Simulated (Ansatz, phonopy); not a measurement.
# NaF (Villiaumite, Fm-3m): thermal expansion from first principles, part 3 of 5

Wanted: α(T), C_P(T) and B(T) of NaF (Villiaumite) in the quasi-harmonic approximation.

What experiment has found for this phase:
- volume expansion coefficient 95.1 1e-6/K and heat capacity C_P per formula unit 46.9 J/mol/K near room temperature (given in “High-Throughput Prediction of Finite-Temperature Properties using the Quasi-Harmonic Approximation”, 2016, arXiv:1603.06924)
- volume expansion coefficient 102.6 1e-6/K near room temperature (given in “Descriptors for thermal expansion in solids”, 2017, arXiv:1701.03966)

Ansatz 0.2.0; DFT LDA, scalar-relativistic, plane waves, PAW (the session's first sound run).

So far. Step 2 (Probe on a coarse mesh): The start is under -4.5 GPa at this level and looks like an insulator or semiconductor on this mesh. Step 5 (Relaxing to small residual forces and stress): The residual pressure is -0.0063 GPa, small enough for phonons.

## 6. The quasi-harmonic study, functional LDA, q-mesh 2×2×2

Thermal expansion follows from how the free energy of the vibrations (and of the electrons in a metal) changes with strain, so the program makes strained cells, their phonons and a fit in one run.

The input, input.yaml:

```yaml
crystal:
  lattice:
    - [0.0, 2.2513435, 2.2513435]
    - [2.2513435, 0.0, 2.2513435]
    - [2.2513435, 2.2513435, 0.0]
  atoms:
    - { symbol: Na, position: [0.0, 0.0, 0.0] }
    - { symbol: F, position: [0.5, 0.5, 0.5] }
kpoints:
  mp_grid: { grid: [12, 12, 12] }
hamiltonian:
  xc: lda
scf:
  occupations: { method: fixed }
  lower_state_search: "off"
output:
  eigenvalues: true
phonons:
  method: dfpt
  qmesh: [2, 2, 2]
  temperatures: { t_max: 800.0, t_step: 50 }
  thermal_expansion: {}
```

Started as:

```console
$ ansatz run input.yaml --threads 4 --pin off --max-ram 16384MiB --backend cpu --events-out ev --progress --plain --runs-dir out
```

Numbers of over 12 decimals in the logs are rounded to 6 here.

The log of the run:

```text
[...]
Crystal: 2 atoms, lattice volume = 22.822 Å³
Basis set: ecut = 487.2 eV, 537 PW (Γ), exchange–correlation on 48×48×48 points (8 copies of the dense FFT grid, shifted against one another)
Bands: 12, of which v1, the nominal top of the filled ones, is band 8 counted from 1 (7 counted from 0)
Symmetry: 48 space group operations
[...]
k-points: 72 of 1728
[...]
SCF iter   1: F=—  HF=-2263.123612 eV  |F-HF|=—  |Δ(HF+E_count)|=         —  Δρ=1.99e-2  dr2=6.26e-2  ethr=1.77e-3  ⟨swp⟩=4.7  Hψ=4207  notcnv=0  defer=138
[...]
SCF iter   8: F=-2263.099864 eV  HF=-2263.099864 eV  |F-HF|=9.09e-13  |Δ(HF+E_count)|=  2.00e-11  Δρ=1.90e-8  dr2=2.10e-14  ethr=1.00e-12  ⟨swp⟩=6.3  Hψ=4027  notcnv=0
SCF 1 converged in 8 iterations: F = -2263.099864 eV  dr2 = 2.10e-14
[...]
relax step   1: F+E_penalty+E_count = -2263.09986406 eV  Δ(F+E_penalty+E_count) = +0.000e0 eV  max|allowed force component| = 2.019e-29 eV/Å  Δτ_max = 0.0000 Å  (8 SCF iters, accepted)
SCF converged after 8 iterations
Free energy (F): -2263.099864 eV
[...]
Internal energy: -2263.099864 eV  (E = F + TS)
E sigma→0 (E₀):  -2263.099864 eV
Fermi energy:    1.252474 eV
[...]
--- Stress (GPa, compression-positive) ---
       -0.002988       0.000000       0.000000
        0.000000      -0.002988       0.000000
       -0.000000       0.000000      -0.002988
  P = ⅓ Tr σ = -0.0030 GPa (-0.030 kbar)
--- Band table (eV; the first three rows and the last of 72) ---
  k-point 0: bands = [... 4 lower, -17.2920, 1.2525, 1.2525, 1.2525, 7.7109, 20.4054, 20.4054, 20.4054]
  k-point 1: bands = [... 4 lower, -17.1567, 1.0884, 1.2310, 1.2310, 7.9821, 19.3892, 20.5318, 20.5318]
  k-point 2: bands = [... 4 lower, -16.9284, 0.6843, 1.1726, 1.1726, 8.6999, 17.8691, 20.8755, 20.8755]
  k-point 71: bands = [... 4 lower, -16.7506, 0.2433, 0.2433, 0.5784, 14.6301, 14.6301, 17.0702, 18.8063]
── thermal expansion: 3 new cells, 3 in all ──
thermal expansion: relaxation of cell 2
thermal expansion: relaxation of cell 3
── thermal expansion: 2 new cells, 5 in all ──
thermal expansion: relaxation of cell 4
thermal expansion: phonons of cell 4
thermal expansion: relaxation of cell 5
thermal expansion: phonons of cell 5
── thermal expansion: 8 new cells, 13 in all ──
thermal expansion: relaxation of cell 6
thermal expansion: relaxation of cell 7
thermal expansion: relaxation of cell 8
thermal expansion: relaxation of cell 9
thermal expansion: relaxation of cell 10
thermal expansion: relaxation of cell 11
thermal expansion: relaxation of cell 12
thermal expansion: relaxation of cell 13
thermal expansion: phonons of cell 6
thermal expansion: phonons of cell 7
thermal expansion: phonons of cell 8
thermal expansion: phonons of cell 9
thermal expansion: phonons of cell 10
WARN: thermal expansion: narrow_supercell: the supercell is narrow for a crystal that has a band gap and may be polar, so the expansion can be far off: type phonons.supercell or phonons.qmesh [3, 3, 3] or more in a new run
--- Relaxed structure (1 steps of the walk, 1 accepted, 0 SCFs on fresh bases) ---
  F+E_penalty+E_count = -2263.09986406 eV   max|allowed force component| = 2.019e-29 eV/Å
  atoms:
    - { symbol: Na, position: [0.0, 0.0, 0.0] }
    - { symbol: F, position: [0.5, 0.5, 0.5] }
--- Thermal expansion: 13 cells in 3 rounds, 0 GPa ---
  no lower state was looked for at cell 4: scf.lower_state_search: off
  without vibrations: a 3.18383, b 3.18383, c 3.18383 Å, V 22.8209 Å³, B 61.22 GPa
  at 0 K: a 3.20148, b 3.20148, c 3.20148 Å, V 23.2027 Å³, B 58.32 GPa
  zero-point expansion: a +0.555, b +0.555, c +0.555, V +1.673 %
      T/K        a/Å        b/Å        c/Å       V/Å³ | expansion of a, b, c, V (1e-6/K)   | that of V in the mean from 25 °C | C_P, C_V (J/mol K of the cell) | B_T, B_S (GPa)
     0.00    3.20148    3.20148    3.20148    23.2027 |    0.00    0.00    0.00    0.00 |   53.54 |     0.000     0.000 |    58.32    58.32
   100.00    3.20280    3.20280    3.20280    23.2313 |   13.10   13.10   13.10   39.31 |   74.45 |    22.197    22.073 |    57.63    57.96
   200.00    3.20945    3.20945    3.20945    23.3764 |   26.25   26.25   26.25   78.75 |   87.61 |    40.512    39.548 |    55.19    56.54
   298.15    3.21870    3.21870    3.21870    23.5791 |   31.87   31.87   31.87   95.61 |       - |    46.941    44.915 |    52.36    54.72
   350.00    3.22421    3.22421    3.22421    23.7003 |   33.99   33.99   33.99  101.98 |   99.12 |    48.898    46.260 |    50.78    53.68
   450.00    3.23579    3.23579    3.23579    23.9567 |   37.70   37.70   37.70  113.11 |  105.44 |    51.671    47.720 |    47.57    51.51
   550.00    3.24863    3.24863    3.24863    24.2431 |   41.61   41.61   41.61  124.82 |  111.80 |    53.995    48.476 |    44.12    49.14
   650.00    3.26291    3.26291    3.26291    24.5642 |   46.30   46.30   46.30  138.89 |  118.73 |    56.401    48.914 |    40.36    46.54
   750.00    3.27902    3.27902    3.27902    24.9297 |   52.51   52.51   52.51  157.52 |  126.76 |    59.301    49.189 |    36.20    43.64
   800.00    3.28796    3.28796    3.28796    25.1342 |   56.56   56.56   56.56  169.67 |  131.41 |    61.109    49.289 |    33.91    42.04
  the static fit leaves 0.001 meV an atom of the energies and, of the stresses, 0.000 GPa of each cell's largest along a strain (root mean squares over the cells), whose Pulay part it has at -0.023 GPa
  vibrations' free energy: its fit leaves 0.0002 meV an atom at the most
  the electrons' free energy at temperature is not in it: every band gap is over 0.83 eV
  free energies summed between the sampled wave vectors
  estimated error of the fitted expansion in any direction: up to 0.932e-6/K, at 750 K (an estimate, not a bound: it was exceeded on models of known expansion)
  by sums over the sampled wave vectors an expansion of the volume parts by up to 2.07e-6/K
  by a static energy of one degree less an expansion of the volume parts by up to 0.78e-6/K
  the FFT grids of the static calculations differ: 24 × 24 × 24, 25 × 25 × 25
  band gaps on the cells' k-points are 5.697 to 6.638 eV
  narrow_supercell: the supercell is narrow for a crystal that has a band gap and may be polar, so the expansion can be far off: type phonons.supercell or phonons.qmesh [3, 3, 3] or more in a new run
```

It took 2 min on 4 threads of Arm Neoverse V2, shared host; peak memory 0.65 GiB; 7.5 min of CPU time.

Numbers from this step:

```
pressure                                         : -0.002988 GPa
gap on the k-mesh                                : 6.458 eV
volume expansion coefficient at 298 K            : 95.61 1e-6/K
C_P at 298 K                                     : 23.47 J/mol-atom/K
entropy at 298 K                                 : 25.15 J/mol-atom/K
isothermal bulk modulus at 298 K                 : 52.36 GPa
Grüneisen parameter at 298 K                     : 1.583
volume at 298 K                                  : 11.79 Å³/atom
principal linear expansion coefficients at 298 K : 31.87, 31.87, 31.87 1e-6/K
```

Strained cells of the study; zero-point energy where phonons were solved; the pressures are stresses at a fixed cutoff and can carry an offset from the finite basis. Expansion cells, by row:

```
cell  |a| (Å)  |b| (Å)  |c| (Å)  V (Å³/atom)  E - E_lowest (meV/atom)  pressure, compression positive (GPa)  gap (eV)  zero-point energy (meV/atom)
   1    3.184    3.184    3.184        11.41                        0                                -0.026     6.458                             -
   2    3.209    3.209    3.209        11.69                    1.224                                -1.409     6.319                             -
   3    3.159    3.159    3.159        11.14                    1.267                                 1.521     6.602                             -
   4    3.184    3.184    3.184        11.41                        0                                -0.039     6.457                          44.5
   5      3.2      3.2      3.2        11.59                    0.498                                -0.921     6.369                         43.43
   6    3.209    3.209    3.209        11.68                    1.194                                -1.392     6.321                         42.84
   7    3.234    3.234    3.234        11.96                    4.626                                -2.601     6.188                         41.21
   8    3.259    3.259    3.259        12.24                    10.16                                -3.676      6.06                          39.6
   9    3.285    3.285    3.285        12.53                    17.65                                 -4.63     5.936                         38.02
  10    3.311    3.311    3.311        12.83                    26.99                                -5.472     5.816                         36.46
  11    3.152    3.152    3.152        11.08                    1.972                                 1.924     6.638                             -
  12    3.168    3.168    3.168        11.24                    0.478                                 0.909     6.547                             -
  13    3.337    3.337    3.337        13.14                     38.3                                -6.227     5.697                             -
```

Quasi-harmonic; a, b, c are the run's own cell vectors. Expansion, by row:

| T (K) | a (Å) | b (Å) | c (Å) | alpha (deg) | beta (deg) | gamma (deg) | cell volume (Å³/cell) | alpha_a (1e-6/K) | alpha_b (1e-6/K) | alpha_c (1e-6/K) | alpha_V (1e-6/K) | C_P (J/mol-atom/K) | C_V (J/mol-atom/K) | S (J/mol-atom/K) | B_T (GPa) | B_S (GPa) | Grueneisen | extrapolation | fit error (1e-6/K) |
| --- | --- | --- | --- | --- | --- | --- | --- | --- | --- | --- | --- | --- | --- | --- | --- | --- | --- | --- | --- |
| 0 | 3.201 | 3.201 | 3.201 | 60 | 60 | 60 | 23.2 | 0 | 0 | 0 | 0 | 0 | 0 | 0 | 58.32 | 58.32 | - | 0 | 0 |
| 50 | 3.202 | 3.202 | 3.202 | 60 | 60 | 60 | 23.2 | 2.47 | 2.47 | 2.47 | 7.42 | 2.651 | 2.65 | 0.845 | 58.26 | 58.29 | 1.139 | 0 | 0 |
| 100 | 3.203 | 3.203 | 3.203 | 60 | 60 | 60 | 23.23 | 13.1 | 13.1 | 13.1 | 39.31 | 11.1 | 11.04 | 5.276 | 57.63 | 57.96 | 1.436 | 0 | 0.01 |
| 150 | 3.206 | 3.206 | 3.206 | 60 | 60 | 60 | 23.29 | 21.3 | 21.3 | 21.3 | 63.89 | 16.96 | 16.72 | 11 | 56.51 | 57.33 | 1.515 | 0 | 0.03 |
| 200 | 3.209 | 3.209 | 3.209 | 60 | 60 | 60 | 23.38 | 26.25 | 26.25 | 26.25 | 78.75 | 20.26 | 19.77 | 16.37 | 55.19 | 56.54 | 1.547 | 0 | 0.05 |
| 250 | 3.214 | 3.214 | 3.214 | 60 | 60 | 60 | 23.47 | 29.51 | 29.51 | 29.51 | 88.53 | 22.22 | 21.47 | 21.12 | 53.78 | 55.65 | 1.567 | 0 | 0.05 |
| 298.1 | 3.219 | 3.219 | 3.219 | 60 | 60 | 60 | 23.58 | 31.87 | 31.87 | 31.87 | 95.61 | 23.47 | 22.46 | 25.15 | 52.36 | 54.72 | 1.583 | 0 | 0.05 |
| 300 | 3.219 | 3.219 | 3.219 | 60 | 60 | 60 | 23.58 | 31.95 | 31.95 | 31.95 | 95.85 | 23.51 | 22.49 | 25.29 | 52.31 | 54.69 | 1.583 | 0 | 0.05 |
| 350 | 3.224 | 3.224 | 3.224 | 60 | 60 | 60 | 23.7 | 33.99 | 33.99 | 33.99 | 102 | 24.45 | 23.13 | 28.99 | 50.78 | 53.68 | 1.598 | 0 | 0.05 |
| 400 | 3.23 | 3.23 | 3.23 | 60 | 60 | 60 | 23.82 | 35.87 | 35.87 | 35.87 | 107.6 | 25.2 | 23.56 | 32.3 | 49.2 | 52.62 | 1.612 | 0 | 0.1 |
| 450 | 3.236 | 3.236 | 3.236 | 60 | 60 | 60 | 23.96 | 37.7 | 37.7 | 37.7 | 113.1 | 25.84 | 23.86 | 35.31 | 47.57 | 51.51 | 1.627 | 0 | 0.16 |
| 500 | 3.242 | 3.242 | 3.242 | 60 | 60 | 60 | 24.1 | 39.59 | 39.59 | 39.59 | 118.8 | 26.43 | 24.08 | 38.06 | 45.88 | 50.35 | 1.642 | 0 | 0.18 |
| 550 | 3.249 | 3.249 | 3.249 | 60 | 60 | 60 | 24.24 | 41.61 | 41.61 | 41.61 | 124.8 | 27 | 24.24 | 40.61 | 44.12 | 49.14 | 1.659 | 0 | 0.13 |
| 600 | 3.256 | 3.256 | 3.256 | 60 | 60 | 60 | 24.4 | 43.81 | 43.81 | 43.81 | 131.4 | 27.58 | 24.36 | 42.98 | 42.29 | 47.87 | 1.676 | 0 | 0.11 |
| 650 | 3.263 | 3.263 | 3.263 | 60 | 60 | 60 | 24.56 | 46.3 | 46.3 | 46.3 | 138.9 | 28.2 | 24.46 | 45.22 | 40.36 | 46.54 | 1.695 | 0 | 0.42 |
| 700 | 3.271 | 3.271 | 3.271 | 60 | 60 | 60 | 24.74 | 49.15 | 49.15 | 49.15 | 147.4 | 28.88 | 24.53 | 47.33 | 38.34 | 45.13 | 1.717 | 0 | 0.81 |
| 750 | 3.279 | 3.279 | 3.279 | 60 | 60 | 60 | 24.93 | 52.51 | 52.51 | 52.51 | 157.5 | 29.65 | 24.59 | 49.35 | 36.2 | 43.64 | 1.74 | 0 | 0.93 |
| 800 | 3.288 | 3.288 | 3.288 | 60 | 60 | 60 | 25.13 | 56.56 | 56.56 | 56.56 | 169.7 | 30.55 | 24.64 | 51.29 | 33.91 | 42.04 | 1.767 | 0 | 0.09 |

Table of expansion coefficient by temperature; values in 1e-6/K:

```csv
temperature (K),volume,principal 1
0,0,0
50,7.42,2.47
100,39.3,13.1
150,63.9,21.3
200,78.8,26.2
250,88.5,29.5
298,95.6,31.9
300,95.8,31.9
350,102,34.0
400,108,35.9
450,113,37.7
500,119,39.6
550,125,41.6
600,131,43.8
650,139,46.3
700,147,49.1
750,158,52.5
800,170,56.6
```

At 298 K the volume expansion is 95.6 × 10⁻⁶/K and B_T is 52.4 GPa. The log warns that this q-mesh is too narrow, so the figure can be far off. The program raised the cutoff to 487.2 eV by itself: with no cutoff typed, the study takes about 1.16 times the default for its relaxations and scales it with the volume for the phonons.

## 7. Free-energy fit

This step: DFT LDA, scalar-relativistic, plane waves, PAW (phonopy 4.10.0).

This step gave:

- volume expansion coefficient at 300 K: 95.59 1e-6/K
- isothermal bulk modulus at 300 K: 52.31 GPa
- C_P at 300 K: 23.56 J/mol-atom/K
- Grüneisen parameter at 300 K: 1.579

Table of energy (each curve on its own zero) by volume; values in meV/atom:

```csv
volume (Å³/atom),static,F at 0 K,F at 300 K,F at 800 K
11.413,0,3.63,7.26,17.8
11.585,0.5,3.06,5.75,13.4
11.684,1.19,3.17,5.31,11.3
11.960,4.63,4.97,5.52,6.92
12.243,10.2,8.89,7.75,4.33
12.533,17.6,14.8,11.8,3.39
12.830,27.0,22.6,17.7,3.93
```

Phonopy-qha, vinet fit of F(V) at each temperature. Qha vinet, by row:

| T (K) | fitted volume (Å³/atom) | alpha_V (1e-6/K) | B_T (GPa) | C_P (J/mol-atom/K) | Grueneisen |
| --- | --- | --- | --- | --- | --- |
| 100 | 11.62 | 37.79 | 57.61 | 10.62 | 1.38 |
| 150 | 11.65 | 62.26 | 56.51 | 16.81 | 1.476 |
| 200 | 11.69 | 77.87 | 55.2 | 20.25 | 1.53 |
| 250 | 11.74 | 88.06 | 53.79 | 22.26 | 1.559 |
| 300 | 11.79 | 95.59 | 52.31 | 23.56 | 1.579 |
| 350 | 11.85 | 101.9 | 50.77 | 24.5 | 1.596 |
| 400 | 11.91 | 107.6 | 49.16 | 25.24 | 1.611 |
| 450 | 11.98 | 113.3 | 47.51 | 25.88 | 1.627 |
| 500 | 12.05 | 119.1 | 45.79 | 26.46 | 1.643 |
| 550 | 12.12 | 125.3 | 44.02 | 27.04 | 1.66 |
| 600 | 12.2 | 132 | 42.18 | 27.62 | 1.679 |
| 650 | 12.28 | 139.5 | 40.29 | 28.24 | 1.699 |
| 700 | 12.37 | 147.9 | 38.33 | 28.91 | 1.721 |
| 750 | 12.47 | 157.5 | 36.3 | 29.67 | 1.745 |

The volume expansion coefficient by temperature; values in 1e-6/K:

```
temperature (K)  phonopy-qha, Vinet  Ansatz's own study
            100                37.8                39.3
            150                62.3                63.9
            200                77.9                78.8
            250                88.1                88.5
            300                95.6                95.8
            350                 102                 102
            400                 108                 108
            450                 113                 113
            500                 119                 119
            550                 125                 125
            600                 132                 131
            650                 139                 139
            700                 148                 147
            750                 158                 158
```

The fit gives a volume expansion of 95.6 × 10⁻⁶/K at 300 K, against 95.6 at 298 K from the study itself, whose static fit uses more cells.

[end of part 3 of 5]

[Logs are printed without paths, hosts, clocks, repeated set-up lines and the standing remarks that a program may print on its own settings, such as how far it seeks lower states.]

[Hosts, paths, dates, database ids (printed as entryN), source tags and the programs' standing remarks are cut or masked in the printed files.]

[A step with changed settings may run another functional than the one named; its input shows which.]
